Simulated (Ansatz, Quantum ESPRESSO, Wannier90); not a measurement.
# zigzag Sc chain, bond 2.80 Å, width 0.8 Å: Wannier functions and conductance, part 2 of 4

Aim: a Wannier model and the conductance steps that follow from it, for this wire: zigzag Sc chain, bond 2.80 Å, width 0.8 Å.

Quantum ESPRESSO 7.5 and Wannier90 3.1.0; plane-wave DFT, PBE, PseudoDojo norm-conserving pseudopotentials; cross-check by Ansatz 0.2.0 with PAW datasets.

So far. Step 2 (Ground state): The run needed 12 iterations to bring the estimated error under 1e-07 Ry; the largest force on any atom, held or free, is 0.18 eV/Å.

**4. Neighbour list from wannier90 -pp**

Level of this step: maximally localised Wannier functions and ballistic conductance; plane-wave DFT, PBE, PseudoDojo norm-conserving pseudopotentials (Wannier90).

The .win file sets projections and windows: states in the frozen window are kept exactly, the outer window gives room to disentangle.

Contents of wan.win:

```
num_wann = 18
num_bands = 35
num_iter = 200
num_print_cycles = 20
conv_tol = 1e-8
conv_window = 5
guiding_centres = true
dis_num_iter = 1500
dis_conv_tol = 1e-8
dis_win_min = -12.1151
dis_win_max = 7.8849
dis_froz_max = 0.3849
search_shells = 120
fermi_energy = -1.1151

transport = true
transport_mode = bulk
one_dim_axis = z
dist_cutoff = 16.0
dist_cutoff_mode = one_dim
tran_win_min = -4.0
tran_win_max = 2.0
tran_energy_step = 0.02

bands_plot = true
bands_num_points = 96
begin kpoint_path
G 0.0 0.0 0.0 Z 0.0 0.0 0.5
end kpoint_path

begin projections
Sc:s;p;d
end projections

begin unit_cell_cart
ang
  9.0000000000 0.0000000000 0.0000000000
  0.0000000000 8.0000000000 0.0000000000
  0.0000000000 0.0000000000 5.3665631460
end unit_cell_cart

begin atoms_frac
  Sc -0.0444444444 0.0000000000 0.0000000000
  Sc 0.0444444444 0.0000000000 0.5000000000
end atoms_frac

mp_grid = 1 1 6
begin kpoints
  0.0 0.0 0.0000000000
  0.0 0.0 0.1666666667
  0.0 0.0 0.3333333333
  0.0 0.0 0.5000000000
  0.0 0.0 0.6666666667
  0.0 0.0 0.8333333333
end kpoints
```

On the command line:

```bash
OMP_NUM_THREADS=1 wannier90.x -pp wan > wan.pp.log
```

The log of the run:

```text
+---------------------------------------------------+
             |                                                   |
             |                   WANNIER90                       |
             |                                                   |
             +---------------------------------------------------+
             |                                                   |
             |        Welcome to the Maximally-Localized         |
             |        Generalized Wannier Functions code         |
             |                             |
             |                                                   |
             |                                                   |
             |  Wannier90 Developer Group:                       |
             |    Giovanni Pizzi    (EPFL)                       |
             |    Valerio Vitale    (Cambridge)                  |
             |    David Vanderbilt  (Rutgers University)         |
             |    Nicola Marzari    (EPFL)                       |
             |    Ivo Souza         (Universidad del Pais Vasco) |
             |    Arash A. Mostofi  (Imperial College London)    |
             |    Jonathan R. Yates (University of Oxford)       |
             |                                                   |
             |  For the full list of Wannier90 3.x authors,      |
             |  please check the code documentation and the      |
             |  README on the GitHub page of the code            |
             |                                                   |
             |                                                   |
             |  Please cite                                      |
             |                                                   |
             |  [ref] "Wannier90 as a community code:            |
             |        new features and applications",            |
             |        G. Pizzi et al., J. Phys. Cond. Matt. 32,  |
             |        165902 (2020).                             |
             |            |
             |                                                   |
             |  in any publications arising from the use of      |
             |  this code. For the method please cite            |
             |                                                   |
             |  [ref] "Maximally Localized Generalised Wannier   |
             |         Functions for Composite Energy Bands"     |
             |         N. Marzari and D. Vanderbilt              |
             |         Phys. Rev. B 56 12847 (1997)              |
             |                                                   |
             |  [ref] "Maximally Localized Wannier Functions     |
             |         for Entangled Energy Bands"               |
             |         I. Souza, N. Marzari and D. Vanderbilt    |
             |         Phys. Rev. B 65 035109 (2001)             |
             |                                                   |
             |                                                   |
             | Copyright (c) 1996-2020                           |
             |        The Wannier90 Developer Group and          |
             |        individual contributors                    |
             |                                                   |
             |      Release: 3.1.0        5th March    2020      |
             |                                                   |
             | This program is free software; you can            |
             | redistribute it and/or modify it under the terms  |
             | of the GNU General Public License as published by |
             | the Free Software Foundation; either version 2 of |
             | the License, or (at your option) any later version|
             |                                                   |
             | This program is distributed in the hope that it   |
             | will be useful, but WITHOUT ANY WARRANTY; without |
             | even the implied warranty of MERCHANTABILITY or   |
             | FITNESS FOR A PARTICULAR PURPOSE. See the GNU     |
             | General Public License for more details.          |
             |                                                   |
             | You should have received a copy of the GNU General|
             | Public License along with this program; if not,   |
             | write to the Free Software Foundation, Inc.,      |
             | 675 Mass Ave, Cambridge, MA 02139, USA.           |
             |                                                   |
             +---------------------------------------------------+
             +---------------------------------------------------+

 ******************************************************************************
 * -> Using CODATA 2006 constant values                                       *
 *    (                      *
 * -> Using Bohr value from CODATA                                            *
 ******************************************************************************

 Running in serial (with parallel executable)

                                    ------
                                    SYSTEM
                                    ------

                              Lattice Vectors (Ang)
                    a_1     9.000000   0.000000   0.000000
                    a_2     0.000000   8.000000   0.000000
                    a_3     0.000000   0.000000   5.366563

                   Unit Cell Volume:     386.39255  (Ang^3)

                        Reciprocal-Space Vectors (Ang^-1)
                    b_1     0.698132   0.000000   0.000000
                    b_2     0.000000   0.785398   0.000000
                    b_3     0.000000   0.000000   1.170802

 *----------------------------------------------------------------------------*
 |   Site       Fractional Coordinate          Cartesian Coordinate (Ang)     |
 +----------------------------------------------------------------------------+
 | Sc   1  -0.04444   0.00000   0.00000   |   -0.40000   0.00000   0.00000    |
 | Sc   2   0.04444   0.00000   0.50000   |    0.40000   0.00000   2.68328    |
 *----------------------------------------------------------------------------*
                                ------------
                                K-POINT GRID
                                ------------

             Grid size =  1 x  1 x  6      Total points =    6

 *---------------------------------- MAIN ------------------------------------*
 |  Number of Wannier Functions               :                18             |
[...]
|  Use phases for initial projections        :                 F             |
 |  Iterations before starting guiding centres:                 0             |
 |  Iterations between using guiding centres  :                 1             |
 *----------------------------------------------------------------------------*
 *------------------------------- DISENTANGLE --------------------------------*
 |  Using band disentanglement                :                 T             |
 |  Total number of iterations                :              1500             |
 |  Mixing ratio                              :             0.500             |
 |  Convergence tolerence                     :         1.000E-08             |
 |  Convergence window                        :                 3             |
 *----------------------------------------------------------------------------*
 *-------------------------------- PLOTTING ----------------------------------*
 |  Plotting interpolated bandstructure       :                 T             |
 |   Number of K-path sections                :                 1             |
 |   Divisions along first K-path section     :                96             |
 |   Output format                            :           gnuplot             |
 |   Output mode                              :               s-k             |
 *----------------------------------------------------------------------------*
 |   K-space path sections:                                                   |
 |    From: G       0.000  0.000  0.000     To: Z       0.000  0.000  0.500   |
 *----------------------------------------------------------------------------*
 *------------------------------- TRANSPORT ----------------------------------*
 |  Transport mode                            :              bulk             |
 |   Hamiltonian from external files          :                 F             |
 |   System extended in                       :                 z             |
 |   Centre of the unit cell to which WF are translated (fract. coords):      |
 |                                       0.000000,    0.000000,    0.000000   |
 |  Fermi energy (eV)                         :            -1.115             |
 *----------------------------------------------------------------------------*
 Time to read parameters        0.003 (sec)

 *---------------------------------- K-MESH ----------------------------------*
 +----------------------------------------------------------------------------+
 |                    Distance to Nearest-Neighbour Shells                    |
 |                    ------------------------------------                    |
 |          Shell             Distance (Ang^-1)          Multiplicity         |
 |          -----             -----------------          ------------         |
 |             1                   0.195134                      2            |
 |             2                   0.390267                      2            |
 |             3                   0.585401                      2            |
 |             4                   0.698132                      2            |
 |             5                   0.724890                      4            |
 |             6                   0.780535                      2            |
 |             7                   0.785398                      2            |
 |             8                   0.799810                      4            |
 |             9                   0.809276                      4            |
 |            10                   0.877017                      4            |
 |            11                   0.911089                      4            |
 |            12                   0.975669                      2            |
 |            13                   0.979564                      4            |
 |            14                   1.047198                      4            |
 |            15                   1.050827                      4            |
 |            16                   1.068792                      8            |
[...]
|           113                   2.500454                      4            |
 |           114                   2.505019                      4            |
 |           115                   2.506538                      8            |
 |           116                   2.524702                     16            |
 |           117                   2.526210                      8            |
 |           118                   2.536739                      2            |
 |           119                   2.550212                      4            |
 |           120                   2.560642                      4            |
 +----------------------------------------------------------------------------+
 | The b-vectors are chosen automatically                                     |
 | SVD found small singular value, Rejecting this shell and trying the next   |
 | The following shells are used:   1,  4,  7                                 |
 +----------------------------------------------------------------------------+
 |                        Shell   # Nearest-Neighbours                        |
 |                        -----   --------------------                        |
 |                          1               2                                 |
 |                          4               2                                 |
 |                          7               2                                 |
 +----------------------------------------------------------------------------+
 | Completeness relation is fully satisfied [Eq. (B1), PRB 56, 12847 (1997)]  |
 +----------------------------------------------------------------------------+
 |                  b_k Vectors (Ang^-1) and Weights (Ang^2)                  |
 |                  ----------------------------------------                  |
 |            No.         b_k(x)      b_k(y)      b_k(z)        w_b           |
 |            ---        --------------------------------     --------        |
 |             1         0.000000    0.000000    0.195134    13.131225        |
 |             2         0.000000    0.000000   -0.195134    13.131225        |
 |             3         0.698132    0.000000    0.000000     1.025877        |
 |             4        -0.698132    0.000000    0.000000     1.025877        |
 |             5         0.000000    0.785398    0.000000     0.810569        |
 |             6         0.000000   -0.785398    0.000000     0.810569        |
 +----------------------------------------------------------------------------+
 |                           b_k Directions (Ang^-1)                          |
 |                           -----------------------                          |
 |            No.           x           y           z                         |
 |            ---        --------------------------------                     |
 |             1         0.000000    0.000000    0.195134                     |
 |             2         0.698132    0.000000    0.000000                     |
 |             3         0.000000    0.785398    0.000000                     |
 +----------------------------------------------------------------------------+

 Time to get kmesh              0.007 (sec)
 *============================================================================*
 |                              MEMORY ESTIMATE                               |
 |         Maximum RAM allocated during each phase of the calculation         |
 *============================================================================*
 |                        Disentanglement            1.11 Mb                  |
 |                            Wannierise:            0.60 Mb                  |
 |                          plot_wannier:            0.60 Mb                  |
 *----------------------------------------------------------------------------*

 Starting a new Wannier90 calculation ...

 Time to write kmesh            0.010 (sec)

 Exiting... wan.nnkp written.
```

The job ended after 0.47 s (1 MPI rank of Arm Neoverse V2, shared host; peak memory 0.09 GiB).

**5. Overlaps and projections**

pw2wannier90.x computes the overlaps between neighbouring k-points and the projections.

Contents of wan.p2w.in:

```
&inputpp
  prefix = 'nscf'
  outdir = './out'
  seedname = 'wan'
  write_mmn = .true.
  write_amn = .true.
  write_unk = .false.
/
```

On the command line:

```bash
OMP_NUM_THREADS=1 mpirun -n 2 pw2wannier90.x -in wan.p2w.in > wan.p2w.out
```

The log of the run:

```text
[banner, memory and clock lines left out]
Program PW2WANNIER v.7.5 starts

          URL

     Reading nscf_save data

     ./out/nscf.save/

     IMPORTANT: XC functional enforced from input :
     Exchange-correlation= PBE
                           (   1   4   3   4   0   0   0)
     Any further DFT definition will be discarded
     Please, verify this is what you really want

     Reading collected, re-writing distributed wavefunctions

      Spin CASE ( default = unpolarized )

  Wannier mode is: standalone

  -----------------
  *** Reading nnkp
  -----------------

  Checking info from wannier.nnkp file

  - Real lattice is ok
  - Reciprocal lattice is ok
  - K-points are ok
  - Number of wannier functions is ok ( 18)
  - All guiding functions are given

  Projections:
   -0.044440    0.000000    0.000000  0  1  1    1.000000
   -0.044440    0.000000    0.000000  1  1  1    1.000000
   -0.044440    0.000000    0.000000  1  2  1    1.000000
   -0.044440    0.000000    0.000000  1  3  1    1.000000
   -0.044440    0.000000    0.000000  2  1  1    1.000000
   -0.044440    0.000000    0.000000  2  2  1    1.000000
   -0.044440    0.000000    0.000000  2  3  1    1.000000
   -0.044440    0.000000    0.000000  2  4  1    1.000000
   -0.044440    0.000000    0.000000  2  5  1    1.000000
    0.044440    0.000000    0.298142  0  1  1    1.000000
    0.044440    0.000000    0.298142  1  1  1    1.000000
    0.044440    0.000000    0.298142  1  2  1    1.000000
    0.044440    0.000000    0.298142  1  3  1    1.000000
    0.044440    0.000000    0.298142  2  1  1    1.000000
    0.044440    0.000000    0.298142  2  2  1    1.000000
    0.044440    0.000000    0.298142  2  3  1    1.000000
    0.044440    0.000000    0.298142  2  4  1    1.000000
    0.044440    0.000000    0.298142  2  5  1    1.000000

  Reading data about k-point neighbours

  All neighbours are found

  Opening pp-files

  *** Compute  A projections

  Number of local k points =        6
       1       2       3       4       5       6
  AMN calculated

  ---------------
  *** Compute  M
  ---------------

  Number of local k points =        6
       1       2       3       4       5       6
  MMN calculated

  *** Orbital terms are not computed

  *** SHC terms are not computed

  ----------------
  *** Write bands
  ----------------

  *** Plot info is not printed

  *** Parity info is not printed

  ------------
  *** Stop pp
  ------------

     Internal routines:
```

Run time: 18 s. Hardware: 2 MPI ranks; peak memory 0.19 GiB; 36 s of CPU time.

(Part 2 of 4 ends here.)

[Logs are printed without paths, hosts, clocks, repeated set-up lines and the standing remarks that a program may print on its own settings, such as how far it seeks lower states.]

[Hosts, paths, dates, database ids (printed as entryN), source tags and the programs' standing remarks are cut or masked in the printed files.]

[Maps of the electrostatic potential energy from Ansatz leave out the sawtooth potential of an applied field or a dipole correction, so their vacuum need not be flat; planar profiles and work functions include it.]
